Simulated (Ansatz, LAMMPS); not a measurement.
## P in place of Si at several sites of glassy 88SiO2-4K2O-4Li2O-4MgO (mol %) (71 atoms)

Aim: make P in place of Si at several sites of glassy 88SiO2-4K2O-4Li2O-4MgO (mol %) (71 atoms), relax each, and compare their energies.

Main program and level: Ansatz 0.2.0; Kohn-Sham DFT, PBE, PAW (set soft_2), plane waves.

## Step 1: Set-up

The cell holds 71 atoms: 21 Si, 2 K, 2 Li, 1 Mg and 45 O. Cell: a = 9.868 Å, b = 9.868 Å, c = 9.868 Å, α = 90.0°, β = 90.0°, γ = 90.0°. 71 atoms (21 Si, 2 K, 2 Li, 1 Mg, 45 O) placed at random at 2.28 g/cm³, melted at 4000 K for 10 ps at fixed volume with the Morse and Coulomb pair potential with partial charges (Pedone, Malavasi, Menziani, Cormack and Segre, J. Phys. Chem. B 110, 11780 (2006)). Quenched from 4000 K to 300 K at 10 K/ps and fixed volume, held 10 ps at zero pressure.

Limits known from the start: The quench rate of 10 K/ps far exceeds what a furnace or splat quench reaches, so expect more defects and frozen-in strain than in a real sample. The starting topology of bonds comes from the classical model, and needn't be the one that DFT or experiment would give. Only the Γ point is sampled, in a cell whose shortest periodic width is 10 Å.

## Step 2: Single point at the start

The forces at the start show how far the geometry lies from a minimum of this functional.

input.yaml reads:

```yaml
crystal:
  lattice:
    - [9.86772, 0.0, 0.0]
    - [0.0, 9.86772, 0.0]
    - [0.0, 0.0, 9.86772]
  atoms:
    - { symbol: Si, position: [0.31201, 0.75949, 0.22031] }
    - { symbol: Si, position: [0.90574, 0.78611, 0.88071] }
    - { symbol: Si, position: [0.92272, 0.46998, 0.47973] }
    - { symbol: Si, position: [0.8315, 0.98429, 0.65509] }
    - { symbol: Si, position: [0.34108, 0.26413, 0.61175] }
    - { symbol: Si, position: [0.84882, 0.67458, 0.17218] }
    - { symbol: Si, position: [0.56584, 0.59764, 0.86304] }
    - { symbol: Si, position: [0.4469, 0.8722, 0.93703] }
    - { symbol: Si, position: [0.01404, 0.04965, 0.99222] }
    - { symbol: Si, position: [0.80521, 0.27146, 0.94863] }
    - { symbol: Si, position: [0.14301, 0.02695, 0.27093] }
    - { symbol: Si, position: [0.28305, 0.53926, 0.72396] }
    - { symbol: Si, position: [0.00222, 0.47732, 0.7992] }
    - { symbol: Si, position: [0.64305, 0.45145, 0.14397] }
    - { symbol: Si, position: [0.24738, 0.24374, 0.06795] }
    - { symbol: Si, position: [0.28898, 0.84448, 0.65572] }
    - { symbol: Si, position: [0.81711, 0.77016, 0.44631] }
    - { symbol: Si, position: [0.09321, 0.07807, 0.58296] }
    - { symbol: Si, position: [0.50143, 0.18622, 0.88517] }
    - { symbol: Si, position: [0.51462, 0.85701, 0.41573] }
    - { symbol: Si, position: [0.10803, 0.50212, 0.22392] }
    - { symbol: K, position: [0.77126, 0.13088, 0.32412] }
    - { symbol: K, position: [0.57422, 0.49533, 0.4859] }
    - { symbol: Li, position: [0.71767, 0.27532, 0.62186] }
    - { symbol: Li, position: [0.51101, 0.0642, 0.56711] }
    - { symbol: Mg, position: [0.47066, 0.18513, 0.29957] }
    - { symbol: O, position: [0.39391, 0.26094, 0.99632] }
    - { symbol: O, position: [0.97725, 0.58002, 0.16247] }
    - { symbol: O, position: [0.08794, 0.07861, 0.40923] }
    - { symbol: O, position: [0.8278, 0.88315, 0.77125] }
    - { symbol: O, position: [0.53525, 0.99442, 0.3333] }
    - { symbol: O, position: [0.88111, 0.13226, 0.96368] }
    - { symbol: O, position: [0.2474, 0.6838, 0.65585] }
    - { symbol: O, position: [0.05449, 0.46161, 0.36922] }
    - { symbol: O, position: [0.22664, 0.624, 0.2141] }
    - { symbol: O, position: [0.5476, 0.36119, 0.23464] }
    - { symbol: O, position: [0.84942, 0.78588, 0.2905] }
    - { symbol: O, position: [0.41615, 0.2111, 0.48976] }
    - { symbol: O, position: [0.19662, 0.1932, 0.62034] }
    - { symbol: O, position: [0.0319, 0.02522, 0.15191] }
    - { symbol: O, position: [0.91969, 0.3712, 0.88813] }
    - { symbol: O, position: [0.43275, 0.751, 0.3282] }
    - { symbol: O, position: [0.21726, 0.88841, 0.28386] }
    - { symbol: O, position: [0.97611, 0.44962, 0.63263] }
    - { symbol: O, position: [0.16974, 0.37196, 0.13665] }
    - { symbol: O, position: [0.26025, 0.13651, 0.20555] }
    - { symbol: O, position: [0.41281, 0.55999, 0.81924] }
    - { symbol: O, position: [0.14368, 0.1632, 0.96926] }
    - { symbol: O, position: [0.83588, 0.7492, 0.02063] }
    - { symbol: O, position: [0.81408, 0.35242, 0.45874] }
    - { symbol: O, position: [0.58727, 0.5138, 0.00361] }
    - { symbol: O, position: [0.76077, 0.34454, 0.08568] }
    - { symbol: O, position: [0.15921, 0.94167, 0.6246] }
    - { symbol: O, position: [0.36322, 0.8198, 0.07526] }
    - { symbol: O, position: [0.65, 0.24882, 0.87868] }
    - { symbol: O, position: [0.94893, 0.09328, 0.65855] }
    - { symbol: O, position: [0.48927, 0.02972, 0.93986] }
    - { symbol: O, position: [0.87879, 0.89394, 0.52858] }
    - { symbol: O, position: [0.71936, 0.58266, 0.20955] }
    - { symbol: O, position: [0.66833, 0.55035, 0.74714] }
    - { symbol: O, position: [0.5567, 0.7615, 0.90211] }
    - { symbol: O, position: [0.34261, 0.8626, 0.80668] }
    - { symbol: O, position: [0.42718, 0.21269, 0.74792] }
    - { symbol: O, position: [0.8733, 0.62215, 0.47006] }
    - { symbol: O, position: [0.16337, 0.46785, 0.80254] }
    - { symbol: O, position: [0.41724, 0.88232, 0.54932] }
    - { symbol: O, position: [0.96286, 0.63809, 0.83004] }
    - { symbol: O, position: [0.65474, 0.79069, 0.45763] }
    - { symbol: O, position: [0.70053, 0.05701, 0.62188] }
    - { symbol: O, position: [0.32617, 0.4281, 0.61565] }
    - { symbol: O, position: [0.02222, 0.90151, 0.93043] }
kpoints:
  mp_grid: { grid: [1, 1, 1] }
hamiltonian:
  xc: pbe
scf:
  occupations: { method: fixed }
output:
  forces: true
```

Command:

```sh
ansatz run input.yaml --threads 4 --pin off --max-ram 8192MiB --backend cpu --events-out ev --progress --plain --runs-dir out
```

Output:

```text
[...]
Pseudopotentials: kind: paw
Pseudopotential: Si, paw, valence charge 4, recommended cutoff 420 eV (normal), Si.paw.azcp
Pseudopotential: K, paw, valence charge 9, recommended cutoff 420 eV (normal), K.paw.azcp
Pseudopotential: Li, paw, valence charge 3, recommended cutoff 420 eV (normal), Li.paw.azcp
Pseudopotential: Mg, paw, valence charge 10, recommended cutoff 420 eV (normal), Mg.paw.azcp
Pseudopotential: O, paw, valence charge 6, recommended cutoff 420 eV (normal), O.paw.azcp
[... 5 lines on functional and potentials left out ...]
Crystal: 71 atoms, lattice volume = 960.839 Å³
Basis set: ecut = 420 eV, 18805 PW (Γ), exchange–correlation on 144×144×144 points (8 copies of the dense FFT grid, shifted against one another)
Bands: 265, of which v1, the nominal top of the filled ones, is band 194 counted from 1 (193 counted from 0)
Symmetry: 1 space group operations
Space group: P1 (ITA 1), of the structure as read, at distance tolerance 9.9e-5 Å
k-points: 1
[... 11 lines on functional and potentials left out ...]
Initial density: superposition of atomic densities (neutral atoms: chi_scale 0, normalization atom), corrected by the library's trained network
Initial wavefunctions: pseudopotential atomic-orbital guess
[...]
SCF iter   1: F=—  HF=-44367.242170 eV  |F-HF|=—  |Δ(HF+E_count)|=         —  Δρ=2.07e-3  dr2=5.34e-2  ethr=1.77e-3  ⟨swp⟩=5.0  Hψ=950  notcnv=0  defer=69
preconditioner: auto → Resta (q_TF=auto, 2.346 Å⁻¹)  ε∞=3.0  [insulator: Δε(μ)=3.348 eV  Ē_g=16.420 eV  n_scr=202 (ndim 8)  ℏωp=23.1 eV  f_vac=0.149  ε∞_Penn≈3.0]
SCF iter   2: F=—  HF=-44367.242486 eV  |F-HF|=—  |Δ(HF+E_count)|=   3.16e-4  Δρ=1.11e-3  dr2=1.27e-2  ethr=1.38e-5  ⟨swp⟩=3.0  Hψ=467  notcnv=0  defer=69
SCF iter   3: F=—  HF=-44367.244208 eV  |F-HF|=—  |Δ(HF+E_count)|=   1.72e-3  Δρ=5.01e-4  dr2=3.88e-3  ethr=3.27e-6  ⟨swp⟩=2.0  Hψ=350  notcnv=0  defer=55
automatic band count: iteration 3 solves 251 bands in place of 265: the levels show a gap, and the empty bands left out lie too high to hold charge; the band table lists the bands solved (type scf.n_extra_bands for more)
SCF iter   4: F=—  HF=-44367.244060 eV  |F-HF|=—  |Δ(HF+E_count)|=   1.48e-4  Δρ=1.82e-4  dr2=3.45e-4  ethr=1.00e-6  ⟨swp⟩=2.0  Hψ=350  notcnv=0  defer=55
SCF iter   5: F=—  HF=-44367.244101 eV  |F-HF|=—  |Δ(HF+E_count)|=   4.15e-5  Δρ=1.00e-4  dr2=8.74e-5  ethr=8.89e-8  ⟨swp⟩=2.0  Hψ=344  notcnv=0  defer=55
SCF iter   6: F=—  HF=-44367.245282 eV  |F-HF|=—  |Δ(HF+E_count)|=   1.18e-3  Δρ=2.68e-5  dr2=6.03e-6  ethr=2.25e-8  ⟨swp⟩=3.0  Hψ=445  notcnv=0  defer=55
SCF iter   7: F=—  HF=-44367.245285 eV  |F-HF|=—  |Δ(HF+E_count)|=   3.15e-6  Δρ=1.12e-5  dr2=1.02e-6  ethr=1.55e-9  ⟨swp⟩=2.0  Hψ=396  notcnv=0  defer=55
SCF iter   8: F=—  HF=-44367.245285 eV  |F-HF|=—  |Δ(HF+E_count)|=   6.86e-7  Δρ=4.73e-6  dr2=1.92e-7  ethr=2.63e-10  ⟨swp⟩=2.0  Hψ=348  notcnv=0  defer=55
SCF iter   9: F=-44367.245285 eV  HF=-44367.245285 eV  |F-HF|=1.14e-8  |Δ(HF+E_count)|=   7.85e-8  Δρ=1.39e-6  dr2=1.75e-8  ethr=2.58e-11  ⟨swp⟩=4.0  Hψ=829  notcnv=0
SCF 1 converged in 9 iterations: F = -44367.245285 eV  dr2 = 1.75e-8
[...]
SCF converged after 9 iterations
Free energy (F): -44367.245285 eV
Harris-Foulkes:  -44367.245285 eV  (|F-HF|=1.14e-8)
Internal energy: -44367.245285 eV  (E = F + TS)
E sigma→0 (E₀):  -44367.245285 eV
Fermi energy:    4.187631 eV
--- Per-component energies (eV) ---
[...]
Σ components = -44367.245285   (vs F -44367.245285, Δ=0.00e0)
--- Forces (eV/Å), atoms counted from 1 ---
  atom   1  Si    -0.89565570     2.69064637    -0.47094662
  atom   2  Si     1.28107993    -0.20282584    -0.28983970
  atom   3  Si     0.94924832    -2.20683474     0.26526188
  atom   4  Si    -0.22340487     0.14638254    -2.05898731
[...]
atom  71  O      0.33805434    -0.89985636    -1.23257396
  max |Σ_I F_I| component: 2.76e-5 eV/Å
```

The job ended after 5 s (4 threads of Intel Xeon 6975P-C (Granite Rapids), shared host; peak memory 1.2 GiB).

The r.m.s. force at the start is 1.3 eV/Å.

## Step 3: Relaxation

With the cell held, the atoms are moved downhill towards a nearby minimum.

input.yaml reads:

```yaml
crystal:
  lattice:
    - [9.86772, 0.0, 0.0]
    - [0.0, 9.86772, 0.0]
    - [0.0, 0.0, 9.86772]
  atoms:
    [... the 71 atom lines of step 2 ...]
kpoints:
  mp_grid: { grid: [1, 1, 1] }
hamiltonian:
  xc: pbe
scf:
  occupations: { method: fixed }
output:
  forces: true
relax:
  f_tol: 0.05
  max_steps: 120
```

Output:

```text
[...]
Crystal: 71 atoms, lattice volume = 960.839 Å³
Basis set: ecut = 420 eV, 18805 PW (Γ), exchange–correlation on 144×144×144 points (8 copies of the dense FFT grid, shifted against one another)
Bands: 265, of which v1, the nominal top of the filled ones, is band 194 counted from 1 (193 counted from 0)
Symmetry: 1 space group operations
[...]
k-points: 1
[...]
SCF iter   1: F=—  HF=-44367.242171 eV  |F-HF|=—  |Δ(HF+E_count)|=         —  Δρ=2.07e-3  dr2=5.34e-2  ethr=1.77e-3  ⟨swp⟩=5.0  Hψ=950  notcnv=0  defer=69
[...]
SCF iter   6: F=-44367.245283 eV  HF=-44367.245282 eV  |F-HF|=1.79e-6  |Δ(HF+E_count)|=   6.81e-6  Δρ=2.67e-5  dr2=6.06e-6  ethr=1.61e-8  ⟨swp⟩=5.0  Hψ=826  notcnv=0
SCF 1 converged in 6 iterations: F = -44367.245283 eV  dr2 = 6.06e-6
[...]
relax step   1: F+E_penalty+E_count = -44367.24528340 eV  Δ(F+E_penalty+E_count) = +0.000e0 eV  max|allowed force component| = 4.210e0 eV/Å  Δτ_max = 0.0000 Å  (6 SCF iters, dr2 threshold 6.25e-5 eV, accepted)
[... from here on, the SCF cycles and remarks between the steps are left out ...]
relax step   2: F+E_penalty+E_count = -44370.10710644 eV  Δ(F+E_penalty+E_count) = -2.862e0 eV  max|allowed force component| = 2.324e0 eV/Å  Δτ_max = 0.1995 Å  (6 SCF iters, dr2 threshold 1.00e-4 eV, accepted)
relax step   3: F+E_penalty+E_count = -44372.53404400 eV  Δ(F+E_penalty+E_count) = -2.427e0 eV  max|allowed force component| = 7.084e-1 eV/Å  Δτ_max = 0.1909 Å  (6 SCF iters, dr2 threshold 1.00e-4 eV, accepted)
relax step   4: F+E_penalty+E_count = -44372.86111363 eV  Δ(F+E_penalty+E_count) = -3.271e-1 eV  max|allowed force component| = 5.671e-1 eV/Å  Δτ_max = 0.2000 Å  (7 SCF iters, dr2 threshold 4.66e-5 eV, accepted)
relax step   5: F+E_penalty+E_count = -44373.17950355 eV  Δ(F+E_penalty+E_count) = -3.184e-1 eV  max|allowed force component| = 4.908e-1 eV/Å  Δτ_max = 0.1949 Å  (7 SCF iters, dr2 threshold 2.99e-5 eV, accepted)
relax step   6: F+E_penalty+E_count = -44373.35629514 eV  Δ(F+E_penalty+E_count) = -1.768e-1 eV  max|allowed force component| = 2.632e-1 eV/Å  Δτ_max = 0.2000 Å  (6 SCF iters, dr2 threshold 1.00e-4 eV, accepted)
relax step   7: F+E_penalty+E_count = -44373.42968175 eV  Δ(F+E_penalty+E_count) = -7.339e-2 eV  max|allowed force component| = 1.972e-1 eV/Å  Δτ_max = 0.1488 Å  (7 SCF iters, dr2 threshold 1.99e-5 eV, accepted)
relax step   8: F+E_penalty+E_count = -44373.34675354 eV  Δ(F+E_penalty+E_count) = +8.293e-2 eV  max|allowed force component| = 8.512e-1 eV/Å  Δτ_max = 0.2000 Å  (7 SCF iters, dr2 threshold 1.12e-5 eV, rejected (line search))
relax step   9: F+E_penalty+E_count = -44373.49431391 eV  Δ(F+E_penalty+E_count) = -6.463e-2 eV  max|allowed force component| = 8.088e-2 eV/Å  Δτ_max = 0.0961 Å  (9 SCF iters, accepted)
relax step  10: F+E_penalty+E_count = -44373.50069429 eV  Δ(F+E_penalty+E_count) = -6.380e-3 eV  max|allowed force component| = 1.106e-1 eV/Å  Δτ_max = 0.0520 Å  (8 SCF iters, accepted)
relax step  11: F+E_penalty+E_count = -44373.48651729 eV  Δ(F+E_penalty+E_count) = +1.418e-2 eV  max|allowed force component| = 1.951e-1 eV/Å  Δτ_max = 0.0944 Å  (9 SCF iters, rejected (line search))
relax step  12: F+E_penalty+E_count = -44373.51252921 eV  Δ(F+E_penalty+E_count) = -1.183e-2 eV  max|allowed force component| = 4.312e-2 eV/Å  Δτ_max = 0.0456 Å  (9 SCF iters, accepted)
SCF converged after 9 iterations
Free energy (F): -44373.512529 eV
[...]
Internal energy: -44373.512529 eV  (E = F + TS)
E sigma→0 (E₀):  -44373.512529 eV
Fermi energy:    3.996124 eV
[...]
--- Forces (eV/Å), atoms counted from 1 ---
  atom   1  Si    -0.00204733     0.02433237    -0.00083708
  atom   2  Si     0.00229520     0.00176426     0.01205766
  atom   3  Si     0.01575326     0.04311756     0.01102725
  atom   4  Si     0.00290731    -0.02081480     0.01455274
  atom   5  Si     0.01145058    -0.01347752     0.00909318
  atom   6  Si    -0.00043464     0.00205858     0.01649923
  atom   7  Si     0.00022180     0.01541889     0.02115212
  atom   8  Si     0.00438060     0.00553435     0.00185462
  atom   9  Si    -0.01308442    -0.00892957    -0.00183760
  atom  10  Si     0.00352934    -0.01408458    -0.01139346
  atom  11  Si    -0.01850303     0.00219215    -0.01486104
  atom  12  Si    -0.02160870     0.01187490     0.01441713
  atom  13  Si    -0.00953950     0.00384155    -0.01104569
  atom  14  Si     0.00933562     0.02369565     0.00252730
[...]
atom  70  O      0.00087857    -0.00809259    -0.00917899
  atom  71  O      0.00142493     0.00552943    -0.00602081
  max |Σ_I F_I| component: 5.08e-5 eV/Å
--- Relaxed structure (12 steps of the walk, 10 accepted, 0 SCFs on fresh bases) ---
  F+E_penalty+E_count = -44373.51252921 eV   max|allowed force component| = 4.312e-2 eV/Å
  atoms:
    - { symbol: Si, position: [0.298244, 0.771911, 0.210847] }
    - { symbol: Si, position: [0.894746, 0.795719, 0.878012] }
    - { symbol: Si, position: [0.933620, 0.465402, 0.469360] }
    - { symbol: Si, position: [0.827202, 0.979315, 0.640160] }
[...]
- { symbol: O, position: [0.016597, 0.903196, 0.928753] }
```

Run time: 38 s. Hardware: 4 threads; peak memory 1.2 GiB; 2.2 min of CPU time.

The relaxation converged after 12 steps, 6.27 eV below its start, with a largest force component of 0.043 eV/Å.

## Step 4: Single point at the relaxed geometry

One more single point at the end of the walk gives the fuller output and checks the residual forces.

input.yaml reads:

```yaml
crystal:
  lattice:
    - [9.86772, 0.0, 0.0]
    - [0.0, 9.86772, 0.0]
    - [0.0, 0.0, 9.86772]
  atoms:
    - { symbol: Si, position: [0.29824, 0.77191, 0.21085] }
    - { symbol: Si, position: [0.89475, 0.79572, 0.87801] }
    - { symbol: Si, position: [0.93362, 0.4654, 0.46936] }
    - { symbol: Si, position: [0.8272, 0.97932, 0.64016] }
    - { symbol: Si, position: [0.34329, 0.26033, 0.63311] }
    - { symbol: Si, position: [0.84758, 0.66754, 0.15275] }
    [... 59 atom lines left out ...]
    - { symbol: O, position: [0.42999, 0.87112, 0.55018] }
    - { symbol: O, position: [0.94517, 0.65865, 0.80218] }
    - { symbol: O, position: [0.65072, 0.77544, 0.43808] }
    - { symbol: O, position: [0.70756, 0.08027, 0.60527] }
    - { symbol: O, position: [0.33687, 0.42217, 0.65932] }
    - { symbol: O, position: [0.0166, 0.9032, 0.92875] }
kpoints:
  mp_grid: { grid: [1, 1, 1] }
hamiltonian:
  xc: pbe
scf:
  occupations: { method: fixed }
output:
  forces: true
  stress: true
  populations: true
  dos:
    method: { smearing: { sigma: 0.15 } }
    de: 0.1
    projected: { site_lists: { K: [K], Li: [Li], Mg: [Mg], O: [O], Si: [Si] } }
  eigenvalues: true
  write_density: true
  write_potential: true
  volumetric_format: npy
  elf: true
```

Output:

```text
[...]
Crystal: 71 atoms, lattice volume = 960.839 Å³
Basis set: ecut = 420 eV, 18805 PW (Γ), exchange–correlation on 144×144×144 points (8 copies of the dense FFT grid, shifted against one another)
Bands: 265, of which v1, the nominal top of the filled ones, is band 194 counted from 1 (193 counted from 0)
Symmetry: 1 space group operations
[...]
k-points: 1
[...]
SCF iter   1: F=—  HF=-44373.509710 eV  |F-HF|=—  |Δ(HF+E_count)|=         —  Δρ=1.83e-3  dr2=4.58e-2  ethr=1.77e-3  ⟨swp⟩=5.0  Hψ=1043  notcnv=0  defer=69
[...]
SCF iter   9: F=-44373.512521 eV  HF=-44373.512521 eV  |F-HF|=1.27e-8  |Δ(HF+E_count)|=   7.44e-8  Δρ=1.41e-6  dr2=1.78e-8  ethr=2.58e-11  ⟨swp⟩=21.0  Hψ=2586  notcnv=0
SCF 1 converged in 9 iterations: F = -44373.512521 eV  dr2 = 1.78e-8
[...]
SCF converged after 9 iterations
Free energy (F): -44373.512521 eV
[...]
Internal energy: -44373.512521 eV  (E = F + TS)
E sigma→0 (E₀):  -44373.512521 eV
Fermi energy:    3.996028 eV
[...]
--- Forces (eV/Å), atoms counted from 1 ---
  atom   1  Si    -0.00083673     0.02406337    -0.00186019
  atom   2  Si     0.00035313     0.00250104     0.01312206
  atom   3  Si     0.01589733     0.04279650     0.01156587
  atom   4  Si     0.00515060    -0.02335402     0.01428364
  atom   5  Si     0.01131509    -0.01603828     0.01156076
  atom   6  Si     0.00053783     0.00385576     0.01918813
  atom   7  Si     0.00077565     0.01474305     0.02285230
  atom   8  Si     0.00531264     0.00868504     0.00030781
  atom   9  Si    -0.01264163    -0.00667938    -0.00428947
  atom  10  Si     0.00371129    -0.01422293    -0.01276086
  atom  11  Si    -0.01714394     0.00276051    -0.01506615
  atom  12  Si    -0.02317634     0.01291596     0.01549980
  atom  13  Si    -0.01084225     0.00380905    -0.01173754
  atom  14  Si     0.00790122     0.02180199     0.00109061
[...]
atom  70  O      0.00131807    -0.00688813    -0.00930106
  atom  71  O      0.00102905     0.00371571    -0.00628095
  max |Σ_I F_I| component: 3.72e-5 eV/Å
--- Stress (GPa, compression-positive) ---
        1.690696      -0.766012       2.006854
       -0.766012      -1.623161       0.932883
        2.006853       0.932885       1.428841
  P = ⅓ Tr σ = 0.4988 GPa (4.988 kbar)
--- Band table (eV) ---
[...]
--- Löwdin populations: 71 sites ---
  site symbol       q [e]
     0     Si      2.2090
     1     Si      2.2099
     2     Si      2.3022
[...]
70      O      6.7750
  spilling = 0.012684 (of n_electrons = 388.000000)
```

Run time: 6.4 s. Hardware: 4 threads; peak memory 1.3 GiB; 22 s of CPU time.

Numbers from this run:

```yaml
free_energy: -44373.5125 eV
free_energy_per_atom: -624.9791 eV/atom
scf_cycles: 9
pressure: 0.4988 GPa
r_m_s_force_component: 0.01099 eV/Å
longest_force: 0.0471 eV/Å
fermi_energy: 3.996 eV
spacing_of_highest_filled_and_lowest_empty_level: 3.386 eV
spilling_of_the_projection: 0.01268
```

[end of part 1 of 2]

[Long decimals in the printed logs are rounded to 6 places.]

[Logs are printed without paths, hosts, clocks, repeated set-up lines and the standing remarks that a program may print on its own settings, such as how far it seeks lower states.]

[Hosts, paths, dates, database ids (printed as entryN), source tags and the programs' standing remarks are cut or masked in the printed files.]
